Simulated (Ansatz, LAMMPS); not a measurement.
## Ionic liquid ethylammonium formate, from a frame at 450 K (225 atoms): geometry optimisation

Wanted: the relaxed structure of ionic liquid ethylammonium formate, from a frame at 450 K (225 atoms) and its electronic structure.

Method: Kohn-Sham DFT, PBE+D3(BJ), PAW (set soft_2), plane waves, in Ansatz 0.2.0.

### Step 1. Set-up

The cell holds 225 atoms: 45 C, 15 N, 135 H and 30 O. Cell: a = 12.991 Å, b = 12.991 Å, c = 12.991 Å, α = 90.0°, β = 90.0°, γ = 90.0°. 15 ethylammonium, 15 formate placed at random, at 1.03 g/cm³; overlaps pushed apart, then 10 ps at 700 K with MMFF94 bonds, angles, torsions, charges and radii (Halgren, J. Comput. Chem. 17, 490 (1996)) in harmonic and 12-6 forms; charges of ions scaled by 0.8. Snapshot after 30 ps at 450 K and fixed volume.

What the set-up can't give: The network of contacts between molecules at the start is that of the classical potential that made the cell. The Brillouin zone is sampled at Γ only, in a cell whose shortest periodic width is 13 Å.

### Step 2. The classical run that made the cell

A classical potential supplies the starting structure, since it reaches far longer times than DFT.

This step: classical MD, MMFF94 bonds, angles, torsions, charges and radii (Halgren, J. Comput. Chem. 17, 490 (1996)) in harmonic and 12-6 forms; charges of ions scaled by 0.8 (LAMMPS 22 Jul 2025 - Update 4).

in.lmp reads:

```
# ionic liquid ethylammonium formate
units real
atom_style full
boundary p p p
bond_style harmonic
angle_style harmonic
dihedral_style opls
improper_style harmonic
special_bonds lj 0 0 0.5 coul 0 0 0.75
read_data data.lmp
neigh_modify delay 0 every 1 check yes one 4000
comm_modify cutoff 12.0
timestep 0.5
thermo_style custom step time temp pe press density
thermo_modify norm yes
# push overlapping molecules apart
pair_style soft 2.6
pair_coeff * * 0.0
variable a equal ramp(1,60)
fix ad all adapt 1 pair soft a * * v_a
velocity all create 700 291386 mom yes dist gaussian
fix lim all nve/limit 0.03
fix lan all langevin 700 700 50 291387 zero yes
thermo 1000
run 3000 post no
unfix ad
pair_style lj/cut/coul/long 9.0
pair_modify mix arithmetic tail yes
pair_coeff 1 1 0.0678 3.3680   # C
pair_coeff 2 2 0.0721 3.3270   # N
pair_coeff 3 3 0.0216 2.5400   # H
pair_coeff 4 4 0.0100 1.2000   # H
pair_coeff 5 5 0.0763 3.0960   # O
pair_coeff 6 6 0.0678 3.4070   # C
# [... 18 lines left out ...]
compute msd all msd com yes
thermo 7500
fix md all nvt temp 450 450 100
run 30000 post no
print "== T450: mean square displacement over the hold $(c_msd[4]:%.2f) A^2"
unfix md
uncompute msd
write_dump all custom T450.dump id type xs ys zs modify sort id
```

Launch:

```sh
$ lmp -in in.lmp -log none -nocite
```

Numbers of over 12 decimals in the logs are rounded to 6 here.

Log:

```text
LAMMPS (22 Jul 2025 - Update 4)
Reading data file ...
  orthogonal box = (0 0 0) to (12.99138 12.99138 12.99138)
  225 atoms
  orthogonal box = (0 0 0) to (12.99138 12.99138 12.99138)
  195 bonds
  315 angles
  270 dihedrals
  15 impropers
   Step          Time           Temp          PotEng         Press         Density
         0   0              700           -0.026510316    11509.733      1.0350004
      1000   500            589.38098      1.5953135      32940.844      1.0350004
      2000   1000           606.85464      1.4297354      38740.858      1.0350004
      3000   1500           549.75718      1.7443195      39724.956      1.0350004
Loop time of 0.403434 s on 1 MPI rank(s) for 3000 steps with 225 atoms
PPPM initialization ...
  G vector (1/distance) = 0.29962778
  grid = 8 8 8
  estimated relative force accuracy = 3.8476707e-05
   Step          Time           Temp          PotEng         Press         Density
[... 14 lines left out ...]
      2000   1000           613.55791     -5.4832363      10981.587      1.0350004
Loop time of 1.71377 s on 1 MPI rank(s) for 2000 steps with 225 atoms
   Step          Time           Temp          PotEng         Press         Density
      2000   1000           613.55791     -5.4832363      10981.587      1.0350004
[... 5 lines left out ...]
Loop time of 9.1769 s on 1 MPI rank(s) for 10000 steps with 225 atoms
   Step          Time           Temp          PotEng         Press         Density
[... 4 lines left out ...]
Loop time of 4.51314 s on 1 MPI rank(s) for 5000 steps with 225 atoms
   Step          Time           Temp          PotEng         Press         Density
[... 2 lines left out ...]
     30000   29000          447.45835     -5.9404392      1311.3906      1.0350004
     37500   36500          420.46551     -5.8743407      3724.354       1.0350004
     45000   44000          410.77144     -5.7001523     -3896.7702      1.0350004
     47000   46000          432.0076      -5.8983664      9996.7076      1.0350004
Loop time of 26.9099 s on 1 MPI rank(s) for 30000 steps with 225 atoms
== T450: mean square displacement over the hold 12.10 A^2
```

Run time: 44 s. Hardware: 1 thread of Intel Xeon Platinum 8488C (Sapphire Rapids), shared host; peak memory 0.12 GiB.

The input also reads data.lmp (atoms, bonds and types; not printed here).

### Step 3. Single point at the start

A single point comes first, to see the forces before anything moves.

input.yaml reads:

```yaml
crystal:
  lattice:
    - [12.99138, 0.0, 0.0]
    - [0.0, 12.99138, 0.0]
    - [0.0, 0.0, 12.99138]
  atoms:
    - { symbol: C, position: [0.81509, 0.85531, 0.54097] }
    - { symbol: C, position: [0.80339, 0.87107, 0.43427] }
    - { symbol: "N", position: [0.90208, 0.89577, 0.38294] }
    - { symbol: H, position: [0.78726, 0.92281, 0.57486] }
    - { symbol: H, position: [0.7626, 0.79491, 0.56119] }
    - { symbol: H, position: [0.89773, 0.83905, 0.56112] }
    - { symbol: H, position: [0.76751, 0.80283, 0.39794] }
    - { symbol: H, position: [0.75088, 0.93269, 0.41974] }
    - { symbol: H, position: [0.90098, 0.87198, 0.31044] }
    - { symbol: H, position: [0.96029, 0.85394, 0.42239] }
    - { symbol: H, position: [0.915, 0.97098, 0.39093] }
    - { symbol: C, position: [0.45737, 0.73377, 0.01293] }
    - { symbol: C, position: [0.55965, 0.73175, 0.965] }
    - { symbol: "N", position: [0.61503, 0.82924, 0.00495] }
    - { symbol: H, position: [0.46461, 0.7225, 0.09135] }
    - { symbol: H, position: [0.43057, 0.81079, 0.01197] }
    - { symbol: H, position: [0.39931, 0.67785, 0.98941] }
    - { symbol: H, position: [0.60311, 0.66321, 0.98693] }
    - { symbol: H, position: [0.55472, 0.73696, 0.88384] }
    - { symbol: H, position: [0.69135, 0.82584, 0.98674] }
    - { symbol: H, position: [0.60513, 0.82092, 0.08088] }
    - { symbol: H, position: [0.58757, 0.89964, 0.98103] }
    - { symbol: C, position: [0.48001, 0.5006, 0.17736] }
    - { symbol: C, position: [0.55272, 0.42419, 0.22414] }
    - { symbol: "N", position: [0.55932, 0.33495, 0.15475] }
    - { symbol: H, position: [0.51069, 0.55057, 0.12238] }
    - { symbol: H, position: [0.42098, 0.45801, 0.13455] }
    - { symbol: H, position: [0.44811, 0.55436, 0.23698] }
    - { symbol: H, position: [0.62951, 0.45546, 0.22156] }
    - { symbol: H, position: [0.52649, 0.3954, 0.29863] }
    - { symbol: H, position: [0.59973, 0.27942, 0.1953] }
    - { symbol: H, position: [0.59296, 0.35164, 0.08622] }
    [... 187 atom lines left out ...]
    - { symbol: O, position: [0.87049, 0.14104, 0.38217] }
    - { symbol: H, position: [0.71778, 0.17166, 0.40137] }
    - { symbol: O, position: [0.70209, 0.36422, 0.81613] }
    - { symbol: C, position: [0.6644, 0.40416, 0.89882] }
    - { symbol: O, position: [0.69384, 0.39684, 0.9906] }
    - { symbol: H, position: [0.58351, 0.43823, 0.89519] }
kpoints:
  mp_grid: { grid: [1, 1, 1] }
hamiltonian:
  xc: pbe
  dispersion: d3bj
scf:
  occupations: { method: fixed }
output:
  forces: true
  stress: true
  populations: true
  dos:
    method: { smearing: { sigma: 0.15 } }
    de: 0.1
    projected: { site_lists: { C: [C], H: [H], "N": ["N"], O: [O] } }
  eigenvalues: true
```

Launch:

```sh
$ ansatz run input.yaml --threads 4 --pin off --max-ram 8192MiB --backend cpu --events-out ev --progress --plain --runs-dir out
```

Log:

```text
Engine: ansatz 0.2.0, x86_64-unknown-linux-gnu
Pseudopotentials: kind: paw
Pseudopotential: C, paw, valence charge 4, recommended cutoff 420 eV (normal), C.paw.azcp
Pseudopotential: N, paw, valence charge 5, recommended cutoff 420 eV (normal), N.paw.azcp
Pseudopotential: H, paw, valence charge 1, recommended cutoff 420 eV (normal), H.paw.azcp
Pseudopotential: O, paw, valence charge 6, recommended cutoff 420 eV (normal), O.paw.azcp
Functional definition: PBE
  parameter kappa = 0.804
  parameter beta = 0.066725
  exchange = pbe_x(kappa = kappa, mu = beta*pi^2/3)
  correlation = pbe_c(beta = beta)
Crystal: 225 atoms, lattice volume = 2192.633 Å³
Basis set: ecut = 420 eV, 42931 PW (Γ), exchange–correlation on 180×180×180 points (8 copies of the dense FFT grid, shifted against one another)
Bands: 510, of which v1, the nominal top of the filled ones, is band 285 counted from 1 (284 counted from 0)
Symmetry: 1 space group operations
Space group: P1 (ITA 1), of the structure as read, at distance tolerance 1.3e-4 Å
k-points: 1
Non-local potential: C, projectors of the file, l = 0: 2, l = 1: 2, l = 2: 1
Non-local potential: N, projectors of the file, l = 0: 2, l = 1: 2, l = 2: 1
Non-local potential: H, projectors of the file, l = 0: 2, l = 1: 1
Non-local potential: O, projectors of the file, l = 0: 2, l = 1: 2, l = 2: 1
PAW form: soft (Blöchl's): semilocal exchange-correlation on the pseudo side does not see the compensation charge
PAW one-centre angular grid: C, 110 points (default); XC on 64 Gauss nodes
PAW one-centre angular grid: N, 110 points (default); XC on 64 Gauss nodes
PAW one-centre angular grid: H, 110 points (default); XC on 64 Gauss nodes
PAW one-centre angular grid: O, 110 points (default); XC on 64 Gauss nodes
Initial density: superposition of atomic densities (neutral atoms: chi_scale 0, normalization atom), corrected by the library's trained network
Initial wavefunctions: pseudopotential atomic-orbital guess
Functional: x = pbe(κ = 0.804, μ = 0.219515), c = pbe(β = 0.066725)
SCF iter   1: F=—  HF=-36242.367431 eV  |F-HF|=—  |Δ(HF+E_count)|=         —  Δρ=4.75e-3  dr2=8.75e-1  ethr=1.77e-3  ⟨swp⟩=5.0  Hψ=1785  notcnv=0  defer=223
preconditioner: auto → Resta (q_TF=auto, 2.180 Å⁻¹)  ε∞=2.3  [insulator: Δε(μ)=3.866 eV  Ē_g=16.599 eV  n_scr=388 (ndim 8)  ℏωp=18.9 eV  f_vac=0.234  ε∞_Penn≈2.3]
SCF iter   2: F=—  HF=-36242.157965 eV  |F-HF|=—  |Δ(HF+E_count)|=   2.09e-1  Δρ=2.62e-3  dr2=1.97e-1  ethr=1.54e-4  ⟨swp⟩=2.0  Hψ=833  notcnv=0  defer=221
SCF iter   3: F=—  HF=-36242.123704 eV  |F-HF|=—  |Δ(HF+E_count)|=   3.43e-2  Δρ=1.57e-3  dr2=7.50e-2  ethr=3.46e-5  ⟨swp⟩=3.0  Hψ=570  notcnv=0  defer=223
SCF iter   4: F=—  HF=-36242.110246 eV  |F-HF|=—  |Δ(HF+E_count)|=   1.35e-2  Δρ=6.89e-4  dr2=1.22e-2  ethr=1.32e-5  ⟨swp⟩=3.0  Hψ=578  notcnv=0  defer=223
SCF iter   5: F=—  HF=-36242.108494 eV  |F-HF|=—  |Δ(HF+E_count)|=   1.75e-3  Δρ=3.18e-4  dr2=2.26e-3  ethr=2.14e-6  ⟨swp⟩=2.0  Hψ=870  notcnv=0  defer=222
SCF iter   6: F=—  HF=-36242.108249 eV  |F-HF|=—  |Δ(HF+E_count)|=   2.44e-4  Δρ=1.08e-4  dr2=2.77e-4  ethr=3.96e-7  ⟨swp⟩=2.0  Hψ=578  notcnv=0  defer=223
SCF iter   7: F=—  HF=-36242.108268 eV  |F-HF|=—  |Δ(HF+E_count)|=   1.89e-5  Δρ=4.41e-5  dr2=3.92e-5  ethr=4.87e-8  ⟨swp⟩=2.0  Hψ=567  notcnv=0  defer=221
SCF iter   8: F=—  HF=-36242.108807 eV  |F-HF|=—  |Δ(HF+E_count)|=   5.38e-4  Δρ=2.61e-5  dr2=1.36e-5  ethr=6.87e-9  ⟨swp⟩=3.0  Hψ=794  notcnv=0  defer=219
SCF iter   9: F=—  HF=-36242.108806 eV  |F-HF|=—  |Δ(HF+E_count)|=   4.84e-7  Δρ=7.35e-6  dr2=1.06e-6  ethr=2.38e-9  ⟨swp⟩=3.0  Hψ=576  notcnv=0  defer=220
SCF iter  10: F=—  HF=-36242.108806 eV  |F-HF|=—  |Δ(HF+E_count)|=   2.98e-7  Δρ=2.75e-6  dr2=1.60e-7  ethr=1.85e-10  ⟨swp⟩=2.0  Hψ=566  notcnv=0  defer=221
SCF iter  11: F=-36242.108806 eV  HF=-36242.108806 eV  |F-HF|=3.96e-8  |Δ(HF+E_count)|=   5.05e-8  Δρ=1.82e-6  dr2=6.70e-8  ethr=1.75e-11  ⟨swp⟩=17.0  Hψ=3773  notcnv=0
SCF 1 converged in 11 iterations: F = -36242.108806 eV  dr2 = 6.70e-8
  greatest PAW one-centre occupation: 0.875 electrons in one spin orbital (limit 2), on the O atom at site 193 (counted from 0), in its partial waves of l = 0
SCF converged after 11 iterations
Free energy (F): -36242.108806 eV
Harris-Foulkes:  -36242.108806 eV  (|F-HF|=3.96e-8)
Internal energy: -36242.108806 eV  (E = F + TS)
E sigma→0 (E₀):  -36242.108806 eV
Fermi energy:    -0.074360 eV
--- Per-component energies (eV) ---
  E_band       = -4682.389129
  E_kinetic    = 13256.562670
  E_local      = -42677.030110  (includes V_loc(G=0)·N_el)
  E_nonlocal   = 3596.680685
  E_hartree    = 15557.598508
  E_xc         = -6474.210111
  E_vxc        = -8186.260573  (∫ρ·V_xc dr)
  E_paw        = -11222.356722  (= ΣΔE_a)
  E_vpaw       = -1787.434515  (= ΣTr[D̂ρ^β])
  E_aug_tail   = -0.105144  (compensation charges beyond the density's cutoff)
  E_ewald      = -8268.360736
  E_disp       = -10.887847  (pairwise vdW)
  E_smearing   = -0.000000  (= −TS)
  E_closure    = 0.000000  (closes the sum)
  Σ components = -36242.108806   (vs F -36242.108806, Δ=0.00e0)
--- Forces (eV/Å), atoms counted from 1 ---
  atom   1  C      1.41268611    -1.09835003     2.45225511
  atom   2  C     -0.67166285    -0.65269699    -3.71168243
  atom   3  N     -0.83643980    -1.74375488     2.14550090
  atom   4  H     -0.14264547     1.37142526     1.64913796
  atom   5  H     -0.18739960    -0.71290300     0.85576884
  atom   6  H     -1.04609640     0.00564438     0.18359625
  atom   7  H      0.46495734     0.31416679    -0.32375463
  atom   8  H     -0.42565816     0.64088573    -0.43324012
  atom   9  H      0.53790440     0.04350508    -2.19470264
  atom  10  H      0.16507838     1.05061327    -0.40408281
  atom  11  H      0.53449969     1.36553591    -0.23338808
  atom  12  C     -0.80154062    -0.26300220    -0.51820357
  atom  13  C      0.63638160     0.73658033     0.17515305
  atom  14  N     -0.18755952    -1.50636909    -1.31332768
[...]
atom 224  O      0.62603082     0.09052777     0.68081744
  atom 225  H      0.54282021     0.25308022    -0.64889883
  max |Σ_I F_I| component: 6.86e-5 eV/Å
--- Stress (GPa, compression-positive) ---
        2.153345      -0.273461      -0.454596
       -0.273462       2.119998       0.241878
       -0.454595       0.241878       3.905920
  P = ⅓ Tr σ = 2.7264 GPa (27.264 kbar)
--- Band table (eV) ---
  k-point 0: bands = ["-22.0389", "-21.5524", "-21.5428", "-21.4585", [... 494 levels ...], "11.5210", "11.5393", "11.5858", "11.6142", "11.6422", "11.6952", "11.7281", "11.7661", "11.7957", "11.8042", "11.8367", "11.8660"]
--- Löwdin populations: 225 sites ---
  site symbol       q [e]
     0      C      4.4722
     1      C      4.1428
     2      N      5.3475
[...]
224      H      0.9367
  spilling = 0.013495 (of n_electrons = 570.000000)
```

The job ended after 28 s (4 threads of Intel Xeon Platinum 8488C (Sapphire Rapids), shared host; peak memory 3.2 GiB; 1.8 min of CPU time).

In the SCF lines HF is the Harris–Foulkes energy and dr2 the Hartree energy of the density residual, in eV; the loop may stop once dr2 is under the threshold and the program's other checks hold. Hψ counts applications of the Hamiltonian.

Read from the output:

```
free energy                                      : -36242.1088 eV
free energy per atom                             : -161.0760 eV/atom
SCF cycles                                       : 11
pressure                                         : 2.726 GPa
r.m.s. force component                           : 1.051 eV/Å
longest force                                    : 4.429 eV/Å
Fermi energy                                     : -0.07436 eV
gap (highest filled to lowest empty level) : 3.03 eV
spilling of the projection                       : 0.0135
```

The r.m.s. force component of 1.1 eV/Å and the pressure of 2.7 GPa set the starting point.

Neighbours are counted within 1.34 Å (H-C), 1.27 Å (H-N), 1.85 Å (C-C), 1.68 Å (C-O), 1.79 Å (C-N).

Length of the force by element and coordination:

```tsv
element	coordination	atoms	mean length of the force (eV/Å)	spread	least	most
C	all	45	2.32	0.869	0.359	4.10
C	3	15	2.52	0.973	0.466	4.10
C	4	30	2.22	0.794	0.359	3.83
H	all	135	1.24	0.707	0.228	4.43
N	all	15	2.48	1.13	0.975	4.39
O	all	30	1.44	0.805	0.337	4.02
```

(Continued in part 2 of 3.)

[Logs are printed without paths, hosts, clocks, repeated set-up lines and the standing remarks that a program may print on its own settings, such as how far it seeks lower states.]

[Hosts, paths, dates, database ids (printed as entryN), source tags and the programs' standing remarks are cut or masked in the printed files.]

[The MMFF94 radii named for the starting cell were scaled by 0.96; in molecules described by MMFF94, hydrogen bound to N, O or S took a small fixed 12-6 site in their place.]
